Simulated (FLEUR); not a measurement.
# free Fe(110) film, 3 layers: parallel and opposed starts

Wanted: the moments of free Fe(110) film, 3 layers and the energy of each order that was tried.

Program: FLEUR MaX-R8.1. Level of theory: LDA (VWN); all-electron FLAPW film, Dirac cores, scalar-relativistic bands. Results are calculated unless marked as measured.

### 1. The starting structure

The cell holds 3 atoms: 3 Fe. Its edges and angles: a = 2.482 Å, b = 2.482 Å, c = 18.053 Å, α = 90.0°, β = 90.0°, γ = 109.5°. Layers at typed spacings, unrelaxed. Vacuum lies along c.

### 2. Start 1: ferro +++

The parallel start is the test of whether parallel moments hold.

inpgen writes inp.xml from crystal.txt; cutoffs, mixing, functional, smearing and local orbitals are then set in the file. The k list default-1 (kpts.xml, not shown) is a Γ-centred 12×12×1 mesh; where the ranks do not divide the number of points, some are split in two of half the weight.

The input, inp.xml:

```
<?xml version="1.0" encoding="UTF-8" standalone="no"?>
<fleurInput fleurInputVersion="0.39">
   <comment>
      Fe
   </comment>
   <calculationSetup>
      <cutoffs Kmax="3.68" Gmax="11.0" GmaxXC="11.0" numbands="0"/>
      <scfLoop itmax="120" minDistance="0.00002" maxIterBroyd="15" imix="Anderson" alpha="0.03" precondParam="0.0" spinf="2.0" sdNocoIR="T"/>
      <coreElectrons ctail="T" frcor="F" kcrel="1" coretail_lmax="0"/>
      <xcFunctional name="vwn" relativisticCorrections="F"/>
      <magnetism jspins="2"/>
      <soc l_soc="F" theta="0.0" phi="0.0" spav="F"/>
      <expertModes spex="0" secvar="F"/>
      <geometryOptimization l_f="F" forcealpha="1.0" forcemix="BFGS" epsdisp="0.00001" epsforce="0.00001"/>
      <ldaU l_linMix="F" mixParam="0.05" spinf="1.0"/>
   </calculationSetup>
   <cell>
      <bzIntegration valenceElectrons="48.0" mode="hist" fermiSmearingEnergy="0.00183747">
         <kPointListSelection listName="default-1"/>
         <xi:include xmlns:xi="http://www.w3.org/2001/XInclude" href="kpts.xml"> </xi:include>
      </bzIntegration>
      <xi:include xmlns:xi="http://www.w3.org/2001/XInclude" href="sym.xml"> </xi:include>
      <filmLattice scale="1.0" dVac="12.92" dTilda="15.42">
         <bravaisMatrixFilm>
            <row-1>    2.7079775365518000    -3.8296584928783730</row-1>
            <row-2>    2.7079775365518000     3.8296584928783730</row-2>
         </bravaisMatrixFilm>
         <vacuumEnergyParameters vacuum="1" spinUp="-.25" spinDown="-.25"/>
      </filmLattice>
   </cell>
   <atomSpecies>
      <species name="Iron (Fe) 2.800" element="Fe" atomicNumber="26">
         <mtSphere radius="2.23" gridPoints="737" logIncrement="0.016"/>
         <atomicCutoffs lmax="8" lnonsphr="6"/>
         <electronConfig flipSpins="F">
            <coreConfig>(1s1/2) (2s1/2) (2p1/2) (2p3/2)</coreConfig>
            <valenceConfig>(3s1/2) (3p1/2) (3p3/2) (4s1/2) (3d3/2) (3d5/2)</valenceConfig>
            <stateOccupation state="(3d3/2)" spinUp="1.4" spinDown="1.0"/>
            <stateOccupation state="(3d5/2)" spinUp="3.0" spinDown="0.6"/>
         </electronConfig>
         <energyParameters s="4" p="4" d="3" f="4"/>
         <lo type="SCLO" l="0" n="3" eDeriv="0"/>
         <lo type="SCLO" l="1" n="3" eDeriv="0"/>
      </species>
   </atomSpecies>
   <atomGroups>
      <atomGroup species="Iron (Fe) 2.800">
         <filmPos label="                   1">.0000000000 .0000000000 -3.8297153215</filmPos>
         <filmPos label="                   3">.0000000000 .0000000000 3.8297153215</filmPos>
         <force calculate="T" relaxXYZ="TTT"/>
      </atomGroup>
      <atomGroup species="Iron (Fe) 2.800">
         <filmPos label="                   2">1.000/2.000 1.000/2.000 .0000000000</filmPos>
         <force calculate="T" relaxXYZ="TTT"/>
      </atomGroup>
   </atomGroups>
   <output dos="F" band="F" slice="F">
      <bandDOS minEnergy="-.5*Htr" maxEnergy="0.5*Htr" sigma="0.015" storeEVData="T"/>
      <plotting iplot="0" polar="F">
         <plot TwoD="T" vec1="  1.0  0.0  0.0" vec2="  0.0  1.0  0.0" vec3="  0.0  0.0  1.0" zero="  0.0  0.0 -0.5" file="plot"/>
      </plotting>
      <moessbauerParams electricFieldGradient="F" isomerShift="T" coreHyperfine="T" valenceHyperfine="T"/>
   </output>
</fleurInput>
```

The input, crystal.txt:

```
Fe
&input film=T cartesian=F /
1.43300000000  -2.02656800000  0.00000000000
1.43300000000  2.02656800000  0.00000000000
0.00000000000  0.00000000000  1.00000000000
1.8897261246
1.0 1.0 1.0

3
26 0.00000000000  0.00000000000  -3.82971532153 : 2.800
26 0.50000000000  0.50000000000  0.00000000000 : 2.800
26 0.00000000000  0.00000000000  3.82971532153 : 2.800

&kpt div1=12 div2=12 div3=1 gamma=T /
```

Run with:

```sh
> OMP_NUM_THREADS=1 inpgen -f crystal.txt > inpgen.log  # inp.xml is then edited as shown
> OMP_NUM_THREADS=1 mpirun -n 8 fleur_MPI > fleur.log
```

What it wrote:

```text
Welcome to FLEUR        (www.flapw.de)
      MaX-Release 8.1          (www.max-centre.eu)

 ========== k-point set info ==========
 Selected k-point list: default-1
 k-point list type: mesh
 0 x 0 x 0
 Number of k points: 48

 ------------Calculation Setup---------------------------
 Number of MPI-tasks      :            8
 Number of PE/node        :            8
 Number of OMP-threads    :            1
 k-points in parallel     :            8
 pe's per k-point         :            1
 No of k-point loops      :            6
 Eigenvalue solver        :       lapack
 Number of basis functions:          303
 Approximate size of matrices (H+S) per k-point:         0.001 GB
 --------------------------------------------------------
 [... lines of the core solver left out ...]
 Iteration:     1   Distance:      25.89281388 me/bohr^3
 [... lines of the core solver left out ...]
 Iteration:     2   Distance:      11.16285570 me/bohr^3
 [... lines of the core solver left out ...]
 Iteration:     3   Distance:      12.07010225 me/bohr^3
 [... lines of the core solver left out ...]
 Iteration:     4   Distance:       9.80095698 me/bohr^3
 [... lines of the core solver left out ...]
 Iteration:     5   Distance:       6.64669070 me/bohr^3
 [... lines of the core solver left out ...]
 Iteration:     6   Distance:       6.16010721 me/bohr^3
 [... lines of the core solver left out ...]
 Iteration:     7   Distance:       3.43576475 me/bohr^3
 [... lines of the core solver left out ...]
[... rest left out ...]

--- out.xml (last complete iteration) ---
<iteration numberForCurrentRun="   32" overallNumber="   32">
         <energyParameters units="Htr">
            <atomicEP atomType="1" spin="1" branch="4s" branchLowest="-3.38" branchHighest="1.51" value="-0.3309230856"/>
            <atomicEP atomType="1" spin="1" branch="4p" branchLowest="-2.14" branchHighest="2.09" value="-0.1974707295"/>
            <atomicEP atomType="1" spin="1" branch="3d" branchLowest="-9.99" branchHighest="-0.12" value="-0.2673667948"/>
            <atomicEP atomType="1" spin="1" branch="4f" branchLowest="-9.99" branchHighest="3.12" value="0.1160053310"/>
            <loAtomicEP atomType="1" spin="1" branch="3s" branchLowest="-29.98" branchHighest="-3.38" value="-3.3957360035"/>
            <loAtomicEP atomType="1" spin="1" branch="3p" branchLowest="-25.57" branchHighest="-2.14" value="-2.1628028372"/>
            <atomicEP atomType="2" spin="1" branch="4s" branchLowest="-3.38" branchHighest="1.51" value="-0.3418751352"/>
            <atomicEP atomType="2" spin="1" branch="4p" branchLowest="-2.13" branchHighest="2.10" value="-0.2097324672"/>
            <atomicEP atomType="2" spin="1" branch="3d" branchLowest="-9.99" branchHighest="-0.12" value="-0.2684665537"/>
            <atomicEP atomType="2" spin="1" branch="4f" branchLowest="-9.99" branchHighest="3.13" value="0.1028991801"/>
            <loAtomicEP atomType="2" spin="1" branch="3s" branchLowest="-29.99" branchHighest="-3.38" value="-3.3947133816"/>
            <loAtomicEP atomType="2" spin="1" branch="3p" branchLowest="-25.57" branchHighest="-2.13" value="-2.1616360249"/>
            <vacuumEP vacuum="1" spin="1" vzIR="-0.2922893680" vzInf="-0.0000234857" value="-0.2500234857"/>
            <atomicEP atomType="1" spin="2" branch="4s" branchLowest="-3.28" branchHighest="1.58" value="-0.3119185587"/>
            <atomicEP atomType="1" spin="2" branch="4p" branchLowest="-2.03" branchHighest="2.16" value="-0.1816444597"/>
            <atomicEP atomType="1" spin="2" branch="3d" branchLowest="-9.99" branchHighest="-0.02" value="-0.1905865794"/>
            <atomicEP atomType="1" spin="2" branch="4f" branchLowest="-9.99" branchHighest="3.19" value="0.1292467879"/>
            <loAtomicEP atomType="1" spin="2" branch="3s" branchLowest="-29.93" branchHighest="-3.28" value="-3.2904296403"/>
            <loAtomicEP atomType="1" spin="2" branch="3p" branchLowest="-25.53" branchHighest="-2.03" value="-2.0607422579"/>
            <atomicEP atomType="2" spin="2" branch="4s" branchLowest="-3.28" branchHighest="1.57" value="-0.3313045100"/>
            <atomicEP atomType="2" spin="2" branch="4p" branchLowest="-2.04" branchHighest="2.16" value="-0.2024113444"/>
            <atomicEP atomType="2" spin="2" branch="3d" branchLowest="-9.99" branchHighest="-0.02" value="-0.1985952804"/>
            <atomicEP atomType="2" spin="2" branch="4f" branchLowest="-9.99" branchHighest="3.19" value="0.1075685183"/>
            <loAtomicEP atomType="2" spin="2" branch="3s" branchLowest="-29.94" branchHighest="-3.28" value="-3.2933139352"/>
            <loAtomicEP atomType="2" spin="2" branch="3p" branchLowest="-25.53" branchHighest="-2.04" value="-2.0635679833"/>
            <vacuumEP vacuum="1" spin="2" vzIR="-0.2828746861" vzInf="-0.0000234857" value="-0.2500234857"/>
         </energyParameters>
         <bandgap value="0.0085193959" units="eV"/>
         <sumValenceSingleParticleEnergies value="-64.3830380087" units="Htr"/>
         <FermiEnergy value="-0.1880607735" units="Htr"/>
         <valenceDensity>
            <mtCharges spin="1">
               <mtCharge atomType="1" total="8.6092907" s="1.1749937" p="3.1127655" d="4.3103380" f="0.0085602"/>
               <mtCharge atomType="2" total="8.5883945" s="1.1700686" p="3.1424680" d="4.2605227" f="0.0117965"/>
            </mtCharges>
            <mtCharges spin="2">
               <mtCharge atomType="1" total="6.0061220" s="1.1741150" p="3.1156755" d="1.7091777" f="0.0057620"/>
               <mtCharge atomType="2" total="6.1304774" s="1.1781356" p="3.1661420" d="1.7763421" f="0.0080452"/>
            </mtCharges>
            <spinDependentCharge spin="1" total="27.8549413" interstitial="1.9211809" mtSpheres="25.8069758" vacuum1="0.0633923"/>
            <spinDependentCharge spin="2" total="20.1450589" interstitial="1.8911893" mtSpheres="18.1427213" vacuum1="0.0555741"/>
            <totalCharge value="48.0000002286"/>
         </valenceDensity>
         <allElectronCharges>
            <spinDependentCharge spin="1" total="42.8549562" interstitial="1.9211809" mtSpheres="40.8069906" vacuum1="0.0633923"/>
            <spinDependentCharge spin="2" total="35.1450441" interstitial="1.8911893" mtSpheres="33.1427065" vacuum1="0.0555741"/>
            <totalCharge value="78.0000002296"/>
         </allElectronCharges>
         <magneticMomentsInMTSpheres units="muBohr">
            <globalMagMoment atomType="1" vec="0.00000   0.00000   2.60318"/>
            <localMagMoment atomType="1" vec="0.00000   0.00000   2.60318"/>
            <globalMagMoment atomType="2" vec="0.00000   0.00000   2.45793"/>
            <localMagMoment atomType="2" vec="0.00000   0.00000   2.45793"/>
         </magneticMomentsInMTSpheres>
         <moessbauerParams unitsHFF="kG" unitsIS="e/bohr^3" unitsEFG="Htr/bohr^2">
            <coreHyperfineField atomType="1" hffTotal="-609.51960" isTotal="14874.81605">
               <shell n="1" l="0" hff="-22.30329" isomerShift="13593.21750"/>
               <shell n="2" l="0" hff="-589.12280" isomerShift="1274.60807"/>
               <shell n="2" l="1" hff="1.90649" isomerShift="6.99049"/>
            </coreHyperfineField>
            <coreHyperfineField atomType="2" hffTotal="-591.00433" isTotal="14874.72925">
               <shell n="1" l="0" hff="-20.90764" isomerShift="13593.16793"/>
               <shell n="2" l="0" hff="-571.95521" isomerShift="1274.57135"/>
               <shell n="2" l="1" hff="1.85852" isomerShift="6.98997"/>
            </coreHyperfineField>
            <isomerShift atomType="1" nucleusRadius="0.0000903" averageDensity="15067.46422"/>
            <isomerShift atomType="2" nucleusRadius="0.0000903" averageDensity="15067.37024"/>
         </moessbauerParams>
         <totalEnergy value="    -3811.6814468521" units="Htr">
            <sumOfEigenvalues value="    -2243.0552057110">
               <coreElectrons value="-2178.6721677023"/>
               <valenceElectrons value="-64.3830380087"/>
            </sumOfEigenvalues>
            <densityCoulombPotentialIntegral value="-5891.6703960537"/>
            <densityEffectivePotentialIntegral value="-6104.7438056504"/>
            <chargeDenXCDenIntegral value="-160.9721389215"/>
            <FockExchangeEnergyValence value="0.0000000000"/>
            <FockExchangeEnergyCore value="0.0000000000"/>
            <atomTypeDependentContributions atomType="1">
               <electronNucleiInteractionDifferentMTs value="3033.7693209166"/>
               <MadelungTerm value="-10.5996234921"/>
            </atomTypeDependentContributions>
            <atomTypeDependentContributions atomType="2">
               <electronNucleiInteractionDifferentMTs value="1517.5048609725"/>
               <MadelungTerm value="-4.6889044619"/>
            </atomTypeDependentContributions>
            <tkbTimesEntropy value="0.0008811319"/>
            <freeEnergy value="-3811.6823279839"/>
            <extrapolationTo0K value="-3811.6818874180"/>
         </totalEnergy>
         <densityConvergence units="me/bohr^3">
            <chargeDensity spin="1" distance="0.0000124251"/>
            <chargeDensity spin="2" distance="0.0000053633"/>
            <overallChargeDensity distance="0.0000110712"/>
            <spinDensity distance="0.0000156117"/>
         </densityConvergence>
      </iteration>
```

It took 22 s on 8 MPI ranks of Arm Neoverse V2, shared host; peak memory 0.5 GiB.

Spin moment in the muffin-tin sphere by atom:

| atom | spin moment in the muffin-tin sphere (μB) |
| --- | --- |
| Fe1 | 2.60 |
| Fe2 | 2.46 |
| Fe3 | 2.60 |

Read from the output:

- free energy: -103721.1601 eV
- program's band gap on this mesh (in a metal only a level spacing): 0.008519 eV
- magnetization: 7.710 μB
- final state: ferromagnetic

After 32 cycles the largest moment stands at 2.60 μB.

### 3. Order 2, typed as ferri +-+

Reversing part of the moments tests the sign of the couplings between them.

Changes to inp.xml since step 2:

```diff
@@ -44,2 +44,15 @@
       </species>
+      <species name="Iron (Fe) -2.800" element="Fe" atomicNumber="26">
+         <mtSphere radius="2.23" gridPoints="737" logIncrement="0.016"/>
+         <atomicCutoffs lmax="8" lnonsphr="6"/>
+         <electronConfig flipSpins="F">
+            <coreConfig>(1s1/2) (2s1/2) (2p1/2) (2p3/2)</coreConfig>
+            <valenceConfig>(3s1/2) (3p1/2) (3p3/2) (4s1/2) (3d3/2) (3d5/2)</valenceConfig>
+            <stateOccupation state="(3d3/2)" spinUp="1.0" spinDown="1.4"/>
+            <stateOccupation state="(3d5/2)" spinUp="0.6" spinDown="3.0"/>
+         </electronConfig>
+         <energyParameters s="4" p="4" d="3" f="4"/>
+         <lo type="SCLO" l="0" n="3" eDeriv="0"/>
+         <lo type="SCLO" l="1" n="3" eDeriv="0"/>
+      </species>
    </atomSpecies>
@@ -51,3 +64,3 @@
       </atomGroup>
-      <atomGroup species="Iron (Fe) 2.800">
+      <atomGroup species="Iron (Fe) -2.800">
          <filmPos label="                   2">1.000/2.000 1.000/2.000 .0000000000</filmPos>
```

Changes to crystal.txt since step 2:

```diff
@@ -10,3 +10,3 @@
 26 0.00000000000  0.00000000000  -3.82971532153 : 2.800
-26 0.50000000000  0.50000000000  0.00000000000 : 2.800
+26 0.50000000000  0.50000000000  0.00000000000 : -2.800
 26 0.00000000000  0.00000000000  3.82971532153 : 2.800
```

What it wrote:

```text
[banner, memory and clock lines left out]
Welcome to FLEUR        (www.flapw.de)
      MaX-Release 8.1          (www.max-centre.eu)

 ========== k-point set info ==========
 Selected k-point list: default-1
 k-point list type: mesh
 0 x 0 x 0
 Number of k points: 48

 ------------Calculation Setup---------------------------
 Number of PE/node        :            8
 Number of OMP-threads    :            1
 k-points in parallel     :            8
 pe's per k-point         :            1
 No of k-point loops      :            6
 Eigenvalue solver        :       lapack
 Number of basis functions:          303
 Approximate size of matrices (H+S) per k-point:         0.001 GB
 [... lines of the core solver left out ...]
 Iteration:     1   Distance:      28.23251118 me/bohr^3
 [... lines of the core solver left out ...]
 Iteration:     2   Distance:      13.58740829 me/bohr^3
 [... lines of the core solver left out ...]
 Iteration:     3   Distance:      13.49945733 me/bohr^3
 [... lines of the core solver left out ...]
 Iteration:     4   Distance:       8.42951868 me/bohr^3
 [... lines of the core solver left out ...]
 Iteration:     5   Distance:       8.08495071 me/bohr^3
 [... lines of the core solver left out ...]
 Iteration:     6   Distance:       7.70916163 me/bohr^3
 [... lines of the core solver left out ...]
 Iteration:     7   Distance:       4.62089557 me/bohr^3
 [... lines of the core solver left out ...]
[... rest left out ...]

--- out.xml (last complete iteration) ---
<iteration numberForCurrentRun="   41" overallNumber="   41">
         [... left out ...]
         <bandgap value="0.0024633229" units="eV"/>
         <sumValenceSingleParticleEnergies value="-64.9316170255" units="Htr"/>
         <FermiEnergy value="-0.1898574970" units="Htr"/>
         <valenceDensity>
            <mtCharges spin="1">
               <mtCharge atomType="1" total="8.4454466" s="1.1775597" p="3.1166133" d="4.1415298" f="0.0076163"/>
               <mtCharge atomType="2" total="6.3025851" s="1.1695926" p="3.1443799" d="1.9752574" f="0.0104847"/>
            </mtCharges>
            <mtCharges spin="2">
               <mtCharge atomType="1" total="6.1656451" s="1.1700493" p="3.1164340" d="1.8703524" f="0.0068833"/>
               <mtCharge atomType="2" total="8.4085097" s="1.1857068" p="3.1743379" d="4.0358282" f="0.0100387"/>
            </mtCharges>
            <spinDependentCharge spin="1" total="25.2008825" interstitial="1.9003335" mtSpheres="23.1934783" vacuum1="0.0535353"/>
            <spinDependentCharge spin="2" total="22.7991177" interstitial="1.9288230" mtSpheres="20.7397999" vacuum1="0.0652474"/>
            <totalCharge value="48.0000002309"/>
         </valenceDensity>
         [... left out ...]
         <magneticMomentsInMTSpheres units="muBohr">
            <globalMagMoment atomType="1" vec="0.00000   0.00000   2.27981"/>
            <localMagMoment atomType="1" vec="0.00000   0.00000   2.27981"/>
            <globalMagMoment atomType="2" vec="0.00000   0.00000  -2.10593"/>
            <localMagMoment atomType="2" vec="0.00000   0.00000  -2.10593"/>
         </magneticMomentsInMTSpheres>
         [... left out ...]
         <totalEnergy value="    -3811.6605951484" units="Htr">
            <sumOfEigenvalues value="    -2244.0782211738">
               <coreElectrons value="-2179.1466041483"/>
               <valenceElectrons value="-64.9316170255"/>
            </sumOfEigenvalues>
            <densityCoulombPotentialIntegral value="-5892.6636459762"/>
            <densityEffectivePotentialIntegral value="-6105.6392964681"/>
            <chargeDenXCDenIntegral value="-160.8998609340"/>
            <FockExchangeEnergyValence value="0.0000000000"/>
            <FockExchangeEnergyCore value="0.0000000000"/>
         [... left out ...]
            <tkbTimesEntropy value="0.0018448269"/>
            <freeEnergy value="-3811.6624399753"/>
            <extrapolationTo0K value="-3811.6615175618"/>
         </totalEnergy>
         <densityConvergence units="me/bohr^3">
            <chargeDensity spin="1" distance="0.0000095327"/>
            <chargeDensity spin="2" distance="0.0000108708"/>
            <overallChargeDensity distance="0.0000167295"/>
            <spinDensity distance="0.0000117567"/>
         </densityConvergence>
      </iteration>
```

Run time: 28 s. Hardware: 8 MPI ranks; peak memory 0.47 GiB.

Spin moment in the muffin-tin sphere by atom:

| atom | spin moment in the muffin-tin sphere (μB) |
| --- | --- |
| Fe1 | 2.28 |
| Fe2 | -2.11 |
| Fe3 | 2.28 |

Read from the output:

| Property | Result |
| --- | --- |
| free energy | -103720.6189 eV |
| program's band gap on this mesh (in a metal only a level spacing) | 0.002463 eV |
| magnetization | 2.402 μB |
| final state | ferrimagnetic |

It lies 180 meV a seeded atom over the first start, and its largest moment is 2.28 μB against 2.60 μB.

[end of part 1 of 2]

[Logs and program files are shortened in this print: banners, set-up blocks, solver, clock and traceback lines can be left out without a mark of their own.]

[Logs are printed without paths, hosts, clocks, repeated set-up lines and the standing remarks that a program may print on its own settings, such as how far it seeks lower states.]

[Hosts, paths, dates, database ids (printed as entryN), source tags and the programs' standing remarks are cut or masked in the printed files.]

[Where a cell is said to come from a database of computed structures, the database is the Materials Project.]
